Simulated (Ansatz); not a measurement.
# Where V_Na puts its levels in the gap of K2NaCl3 (P-3m1)

Wanted: the transition levels of a vacancy in K2NaCl3 (P-3m1), from a cell of 54 host atoms with 1 Na taken out.

Program: Ansatz 0.2.0. Level of theory: place-levels on PBEsol runs: charge-transition levels and formation energies with image-charge correction and potential alignment at the atomic sites. Results are calculated unless marked as measured.

## (1) The structure

The cell holds 53 atoms: 18 K, 8 Na and 27 Cl. Cell: a = 12.754 Å, b = 12.754 Å, c = 10.514 Å, α = 90.0°, β = 90.0°, γ = 120.0°. It derives from K2NaCl3 (space group P-3m1). Nearest the centre at fractional (0.333, 0.333, 0.000): Cl11 at 2.89 Å, Cl22 at 2.89 Å, Cl28 at 2.89 Å, Cl27 at 2.89 Å, Cl4 at 2.89 Å, Cl5 at 2.89 Å, K8 at 4.18 Å, K19 at 4.18 Å.

Screening for the image-charge correction: ε∞ = 2.45, ε0 = (5.79, 5.79, 5.54), from a response run on this crystal (DFPT, PBEsol) at that run's own cell.

The cell's shortest repeat is 10.5 Å.

## (2) The runs of each charge state

A transition level is the Fermi level at which two charge states cost the same, so each charge needs its own total energy, at its own relaxed structure.

Random displacements of about 0.05 Å break the site symmetry at the start, so that the relaxation can reach a distorted minimum if there is one. Forces are taken at one point at (¼, ¼, ¼). The cell holds 1 electron more than the neutral one, with a uniform background that keeps it neutral on the whole.

The sampling was tested on the host first: at the k-points planned (1x1x1 shifted 0.25 0.25 0.25) its energy lies -0.001 eV an atom from the dense-mesh value, under the bound of 0.02 eV set for this test; that bounds the host's error, not the defect's.

One state's input; the others differ in charge, spin, start and seed, and in occupations where the table says so.

qm1.relax/input.yaml

```yaml
crystal:
  lattice:
    - [12.75422856, 0.0, 0.0]
    - [-6.37711428, 11.04548594, 0.0]
    - [0.0, 0.0, 10.51352333]
  atoms:
    - { symbol: K, position: [0.11111111, 0.22222222, 0.67778039] }
    - { symbol: K, position: [0.22222222, 0.11111111, 0.32221961] }
    - { symbol: Na, position: [0.0, 0.0, 0.0] }
    - { symbol: Cl, position: [0.11111111, 0.22222222, 0.14426665] }
    - { symbol: Cl, position: [0.22222222, 0.11111111, 0.85573335] }
[... 2 atom lines left out ...]
    - { symbol: K, position: [0.22222222, 0.44444444, 0.32221961] }
    - { symbol: Na, position: [0.0, 0.33333333, 0.0] }
[... 1 atom line left out ...]
    - { symbol: Cl, position: [0.22222222, 0.44444444, 0.85573335] }
[... 4 atom lines left out ...]
    - { symbol: Cl, position: [0.11111111, 0.88888889, 0.14426665] }
[... 2 atom lines left out ...]
    - { symbol: K, position: [0.44444444, 0.22222222, 0.67778039] }
[... 1 atom line left out ...]
    - { symbol: Na, position: [0.33333333, 0.0, 0.0] }
    - { symbol: Cl, position: [0.44444444, 0.22222222, 0.14426665] }
[... 2 atom lines left out ...]
    - { symbol: K, position: [0.44444444, 0.55555556, 0.67778039] }
    - { symbol: K, position: [0.55555556, 0.44444444, 0.32221961] }
    - { symbol: Cl, position: [0.44444444, 0.55555556, 0.14426665] }
    - { symbol: Cl, position: [0.55555556, 0.44444444, 0.85573335] }
[... 3 atom lines left out ...]
    - { symbol: Na, position: [0.33333333, 0.66666667, 0.0] }
[... 11 atom lines left out ...]
    - { symbol: Na, position: [0.66666667, 0.33333333, 0.0] }
    - { symbol: Cl, position: [0.77777778, 0.55555556, 0.14426665] }
[... 4 atom lines left out ...]
    - { symbol: Na, position: [0.66666667, 0.66666667, 0.0] }
[... 2 atom lines left out ...]
    - { symbol: Cl, position: [0.66666667, 0.66666667, 0.5] }
  host:
    repeats: [3, 3, 1]
    atoms:
      - { symbol: K, position: [0.33333333, 0.66666667, 0.67778039] }
      - { symbol: K, position: [0.66666667, 0.33333333, 0.32221961] }
      - { symbol: Na, position: [0.0, 0.0, 0.0] }
      - { symbol: Cl, position: [0.33333333, 0.66666667, 0.14426665] }
      - { symbol: Cl, position: [0.66666667, 0.33333333, 0.85573335] }
      - { symbol: Cl, position: [0.0, 0.0, 0.5] }
total_charge: -1
basis:
  ecutwfc: 420
  xc_grid: 2
hamiltonian:
  xc: pbesol
kpoints:
  mp_grid: { grid: [1, 1, 1], shift: [0.25, 0.25, 0.25] }
scf:
  occupations: { method: fixed }
  max_iter: 60
output:
  forces: true
  charged_corrections:
    epsilon: 2.45
    static_epsilon: [5.79, 5.79, 5.54]
    defect_position: [0.333333, 0.333333, 0.0]
relax:
  f_tol: 0.02
  max_steps: 80
  random_displacement: { amplitude: 0.05, seed: 237 }
checkpoint:
  write: "../qm1.relax.run"
  compress: false
  write_wavefunctions: true
  write_every: 100000
```

The run is started by

```
> ansatz run input.yaml --threads 4 --pin off --max-ram 14131MiB --backend cpu --events-out ev --progress --plain --runs-dir out
```

Defect states can disperse in a cell of this size, so the energy is taken again at a 2×2×2 shifted mesh, on the relaxed structure.

The run of this state that the levels use, under PBEsol:

qm1.point/input.yaml

```yaml
crystal:
  checkpoint: "../qm1.relax.run"
  host: checkpoint
total_charge: -1
basis:
  ecutwfc: 420
  xc_grid: 2
hamiltonian:
  xc: pbesol
kpoints:
  mp_grid: { grid: [2, 2, 2], shift: [0.5, 0.5, 0.5] }
scf:
  occupations: { method: fermi_dirac, width: 0.01 }
  max_iter: 60
output:
  forces: true
  eigenvalues: true
  charged_corrections:
    epsilon: 2.45
    static_epsilon: [5.79, 5.79, 5.54]
    defect_position: [0.333333, 0.333333, 0.0]
  eigenstates: { localisation: true }
  populations: true
  band_densities: [{ bands: [v1, v1] }, { bands: [c1, c1] }]
  write_density: true
  write_potential: true
  volumetric_format: npy
  elf: true
checkpoint:
  read: "../qm1.relax.run"
  write: "../qm1.point.run"
  compress: false
  write_wavefunctions: false
  write_every: 100000
```

Relaxations under PBEsol at one point at (¼, ¼, ¼); times on 4 threads of Arm Neoverse V1, shared host:

| charge | moment (μB) | occupations | outcome | steps | largest displacement against the far atoms (Å) | time |
| --- | --- | --- | --- | --- | --- | --- |
| −1 | 0 | fixed | converged | 4 | 0.21 | 70 s |
| 0 | 1 | fixed | not converged | - | - | 2.6 min |
| 0 | 1 | fermi-dirac | converged | 4 | 0.19 | 5.5 min |
| +1 | 0 | fixed | not converged | - | - | 60 s |
| +1 | 0 | fermi-dirac | converged | 4 | 0.19 | 1.8 min |
| +1 | 2 | fixed | not converged | - | - | 2.3 min |
| +1 | 2 | fermi-dirac | converged | 4 | 0.18 | 5.1 min |

Single points under PBEsol at a 2×2×2 shifted mesh; times on 4 threads of Arm Neoverse V1, shared host:

| charge | moment (μB) | occupations | outcome | time |
| --- | --- | --- | --- | --- |
| −1 | 0 | fermi-dirac | converged | 2.1 min |
| 0 | 1 | fermi-dirac | converged | 6.5 min |
| +1 | 0 | fermi-dirac | converged | 2.7 min |
| +1 | 2 | fermi-dirac | converged | 6.2 min |

Distances (Å) from the ideal centre to the nearest atoms after relaxation with PBEsol:

| charge | moment (μB) | 1. | 2. | 3. | 4. | 5. | 6. |
| --- | --- | --- | --- | --- | --- | --- | --- |
| −1 | 0 | Cl 3.09 | Cl 3.09 | Cl 3.09 | Cl 3.10 | Cl 3.10 | Cl 3.10 |
| 0 | 1 | Cl 3.04 | Cl 3.05 | Cl 3.05 | Cl 3.05 | Cl 3.05 | Cl 3.05 |
| +1 | 0 | Cl 3.04 | Cl 3.04 | Cl 3.04 | Cl 3.04 | Cl 3.05 | Cl 3.05 |
| +1 | 2 | Cl 3.02 | Cl 3.02 | Cl 3.03 | Cl 3.03 | Cl 3.03 | Cl 3.04 |

## (3) place-levels, PBEsol

A charged cell interacts with its images and the background, and its potential has another zero than the host's. place-levels removes the first by a point-charge model, screened by the static dielectric constant since the ions have relaxed around the charge, and the second by comparing potentials at atoms far from the defect.

The host is a run of the defect-free crystal in the same cutoffs, grids and k-points, so that basis and sampling errors cancel in part in the differences. The host is run in a cell of 6 atoms on a matching mesh. Its band edges are searched through the zone by a band path, so the gap is smaller than, or equal to, that on the mesh. Chemical potentials are energies per atom of Na (bcc), run with the same functional and cutoff.

levels.point.yaml

```yaml
host:
  run: host.point.run
states: [qm1.point.run, q0_M1.point.run, qp1.point.run, qp1_M2.point.run]
geometry_from:
  qm1.point.run: qm1.relax.run
  q0_M1.point.run: q0_M1.relax_smeared.run
  qp1.point.run: qp1.relax_smeared.run
  qp1_M2.point.run: qp1_M2.relax_smeared.run
  host.point.run: host.relax.run
chemical_potentials:
  Na:
    energy: -1475.868162
    dataset: "<sha256 of the dataset>"
epsilon: 2.45
static_epsilon: [5.79, 5.79, 5.54]
vertical:
  - { from: qm1.point.run, to: qm1.point_neutral.run }
  - { from: qp1.point.run, to: qp1.point_neutral.run }
  - { from: qp1_M2.point.run, to: qp1_M2.point_neutral.run }
```

The run is started by

```
> ansatz place-levels levels.point.yaml -- --threads 4 --pin off --max-ram 14131MiB
```

Numbers of over 12 decimals in the logs are rounded to 6 here.

The log of the run:

```text
[... repeated set-up lines and file paths are left out, and long positions are rounded to six places ...]
(+1/0) 0.000 eV above the valence edge (-0.234 eV without the band-filling correction), 4.990 eV under the conduction edge
(0/-1) 0.323 eV above the valence edge, 4.667 eV under the conduction edge
formation energy of charge +1: +5.043 eV with the Fermi level at the valence edge
formation energy of charge 0: +5.043 eV with the Fermi level at the valence edge
formation energy of charge -1: +5.366 eV with the Fermi level at the valence edge
vertical -1 to 0: no energy, since no alignment is typed
  the change from vertical[0].from (qm1.point.run) to vertical[0].to (qm1.point_neutral.run): by its potential at epsilon 2.45 it stands at 0.333 0.333 1.000, with an rms radius of about 5.4 Å (3.3 3.3 2.6 Å across the planes of the cell's vectors); [...]
vertical +1 to 0: no energy, since no alignment is typed
  the change from vertical[1].from (qp1.point.run) to vertical[1].to (qp1.point_neutral.run): by its potential at epsilon 2.45 it is spread over the cell along a vector, with an rms radius of about 8.3 Å (5.3 5.3 3.5 Å across the planes of the cell's [...]
vertical +1 to 0: no energy, since no alignment is typed
  the change from vertical[2].from (qp1_M2.point.run) to vertical[2].to (qp1_M2.point_neutral.run): by its potential at epsilon 2.45 it stands at 0.331 0.332 1.000, with an rms radius of about 6.8 Å (4.3 4.3 3.0 Å across the planes of the cell's vectors); [...]
  edges by pbesol, gap 4.990 eV; the host is sampled to repeats of 25.51 Å
  the defect's cells are sampled to repeats of 25.51 Å, like sampling
  charge +1: -67835.1075 eV with its correction of +0.051 eV, at epsilon [5.79, 5.79, 5.54], aligned at sites: -0.2645 eV, mean over 29 atomic sites at or beyond 5.26 Å from the defect at [0.3333, 0.3333, 0.0000], with +0.004640 for the charge's moments and [...]
  states[3] (qp1_M2.point.run): levels filled in part (TS 0.016 eV): its energy is of no whole electron's
  charge 0: +0.000 eV for its dipole among its images, +0.000 omitted
  states[1] (q0_M1.point.run): levels filled in part (TS 0.016 eV): its energy is of no whole electron's
  charge -1: -67832.8050 eV with its correction of +0.389 eV, at epsilon [5.79, 5.79, 5.54], aligned at sites: -0.0734 eV, mean over 29 atomic sites at or beyond 5.26 Å from the defect at [0.3333, 0.3333, 0.0000], with +0.000000 for the charge's moments and [...]
  charge +1: states[2] (qp1.point.run) stands 0.017 eV higher, with a moment of 0.00 μB against 2.00
  states[2] (qp1.point.run): levels filled in part (TS 0.028 eV): its energy is of no whole electron's
  of states[3] (qp1_M2.point.run): it parts from the run at its places by a charge that spreads by about 4.3 Å along one vector (1.9 Å or more is wide), by its potential at epsilon 2.45, taken for that of held ions (one typed too small widens it), where the [...]
  of states[1] (q0_M1.point.run): its displacements don't fall off away from the defect: farther atoms stand 0.027 Å off the host's places. [...]
  of states[0] (qm1.point.run): it parts from the run at its places by a charge that spreads by about 3.3 Å along one vector (1.9 Å or more is wide), by its potential at epsilon 2.45, taken for that of held ions (one typed too small widens it), where the cell [...]
  of states[2] (qp1.point.run): it parts from the run at its places by a charge that spreads by about 5.3 Å along one vector (1.9 Å or more is wide), by its potential at epsilon 2.45, taken for that of held ions (one typed too small widens it), where the cell [...]
  of vertical[0].from (qm1.point.run): its displacements don't fall off away from the defect: farther atoms stand 0.026 Å off the host's places. [...]
  vertical[0].to (qm1.point_neutral.run): levels filled in part (TS 0.014 eV): its energy is of no whole electron's
  of vertical[0].to (qm1.point_neutral.run): its displacements don't fall off away from the defect: farther atoms stand 0.026 Å off the host's places. [...]
  vertical[1].from (qp1.point.run): levels filled in part (TS 0.028 eV): its energy is of no whole electron's
  of vertical[1].from (qp1.point.run): its displacements don't fall off away from the defect: farther atoms stand 0.032 Å off the host's places. [...]
  vertical[1].to (qp1.point_neutral.run): levels filled in part (TS 0.016 eV): its energy is of no whole electron's
  of vertical[1].to (qp1.point_neutral.run): its displacements don't fall off away from the defect: farther atoms stand 0.032 Å off the host's places. [...]
  vertical[2].from (qp1_M2.point.run): levels filled in part (TS 0.016 eV): its energy is of no whole electron's
  of vertical[2].from (qp1_M2.point.run): its displacements don't fall off away from the defect: farther atoms stand 0.031 Å off the host's places. [...]
  vertical[2].to (qp1_M2.point_neutral.run): levels filled in part (TS 0.016 eV): its energy is of no whole electron's
  of vertical[2].to (qp1_M2.point_neutral.run): its displacements don't fall off away from the defect: farther atoms stand 0.031 Å off the host's places. [...]
```

Wall time 0.47 s (4 threads of Arm Neoverse V1, shared host).

Levels between the charges placed, in eV above the valence top:

|  | gap (eV) | (+1/0) | (0/−1) |
| --- | --- | --- | --- |
| PBEsol | 4.99 | 0.00 | 0.32 |

Corrections by state:

| charge | moment (μB) | image terms and alignment (eV) | band filling (eV) | ε used | over the lowest of its charge, as the program ranks them, band filling apart (eV) |
| --- | --- | --- | --- | --- | --- |
| +1 | 2.0 | 0.051 | -0.234 | principal values (5.54, 5.79, 5.79) | 0.000 |
| 0 | 1.0 | 0.000 | - | - | 0.000 |
| −1 | 0.0 | 0.389 | - | principal values (5.54, 5.79, 5.79) | 0.000 |
| +1 | 0.0 | 0.033 | - | principal values (5.54, 5.79, 5.79) | 0.017 |

The charged structures listed were also run neutral, and place-levels reads from each pair, by the potential or the spins, how wide the charge is by which they differ; that can be the carrier of either run.

| charge | rms radius (Å) | spread where it is widest against the cell (Å) | wide from (Å) | reading |
| --- | --- | --- | --- | --- |
| +1 | 6.8 | 4.32 | 1.91 | wide |
| −1 | 5.4 | 3.34 | 1.91 | wide |

The neutral runs of these pairs need not share the spin of the lowest neutral state, and very wide values only mean spread over the cell.

From the program's caveats on the states, each cut to its opening words:

- charge +1 (2 μB): it parts from the run at its places by a charge that spreads by about 4.3 Å along one vector (1.9 Å or more is wide), by its potential at epsilon 2.45, taken [...]
- charge +1 (2 μB): a band-filling correction moves a carrier to the host's band edge, which changes its energy by -0.234 eV
- charge +1 (2 μB): its displacements don't fall off away from the defect: farther atoms stand 0.031 Å off the host's places
- charge 0 (1 μB): its displacements don't fall off away from the defect: farther atoms stand 0.027 Å off the host's places
- charge −1: it parts from the run at its places by a charge that spreads by about 3.3 Å along one vector (1.9 Å or more is wide), by its potential at epsilon 2.45, taken [...]
- charge −1: its alignment with the host at atomic sites is doubtful: the mean over the far sites moves by +0.0621 eV from their farther parts to their nearer, more than [...]
- charge −1: its displacements don't fall off away from the defect: farther atoms stand 0.026 Å off the host's places
- charge +1: it parts from the run at its places by a charge that spreads by about 5.3 Å along one vector (1.9 Å or more is wide), by its potential at epsilon 2.45, taken [...]
- charge +1: its displacements don't fall off away from the defect: farther atoms stand 0.032 Å off the host's places

Chemical potentials of the elements' reference phases, run alike. Formation energy by charge state (elemental references; gap 4.99 eV):

| charge | at valence top (eV) | at conduction bottom (eV) | correction included (eV) |
| --- | --- | --- | --- |
| +1 | 5.04 | 10.03 | -0.18 |
| 0 | 5.04 | 5.04 | 0.00 |
| −1 | 5.37 | 0.38 | 0.39 |

(Fermi level (eV), lowest formation energy (eV)): (0.00, 5.04), (0.45, 4.91), (0.91, 4.46), (1.36, 4.01), (1.81, 3.55), (2.27, 3.10), (2.72, 2.64), (3.18, 2.19), (3.63, 1.74), (4.08, 1.28), (4.54, 0.83), (4.99, 0.38)

## (4) Summary of results

```yaml
gap_of_the_host: 4.99 eV (PBEsol)
level_plus_1_over_0: 0.00 eV above the valence top (-0.23 eV above the valence top without the band-filling term)
level_0_minus_1: 0.32 eV above the valence top
lowest_of_the_charges_placed_just_above_the_valence_top_0p02_ev: 0
lowest_of_the_charges_placed_just_below_the_conduction_bottom_0p02_ev: −1
lowest_formation_energy_at_mid_gap_of_the_charges_run_elemental_references: 2.87 eV
```

Of the charges placed (−1, 0 and +1), the lowest changes at 0.32 eV (0/−1) above the valence top, in a gap of 4.99 eV. (0/−1) lies nearer to a band edge than the share of the finite-size correction in it (0.39 eV), and that correction holds for a localised charge alone. Charges below −1 were not placed, so these runs say nothing of levels that involve them. States placed: +1 at 2 μB and 0 μB; 0 at 1 μB; −1 at 0 μB. Other spin states or structures, where not listed, weren't placed. The program finds carriers beyond a band edge of the host and adds a band-filling term at charge +1 (-0.23 eV); steps to such a charge show no bound level, and a defect level inside a band would be read the same way. The program doubts the alignment of potentials for at least one state, a sign that the cell is small. Limits: PBEsol makes the gap too small and tends to spread out bound carriers; where a gas molecule sets a chemical potential or the host's formation energy, its binding is uncorrected.

[Logs are printed without paths, hosts, clocks, repeated set-up lines and the standing remarks that a program may print on its own settings, such as how far it seeks lower states.]

[Hosts, paths, dates, database ids (printed as entryN), source tags and the programs' standing remarks are cut or masked in the printed files.]

[Where a table of states has a column of steps, it counts the stored structures, which are thinned; the runs took as many ionic steps or more.]

[A defect's name tells the site on which it was built; relaxed atoms can leave that site.]

[For some hosts the program warned that the k-mesh of the response run may be too coarse for force constants and the static dielectric constant; such warnings are not shown here.]
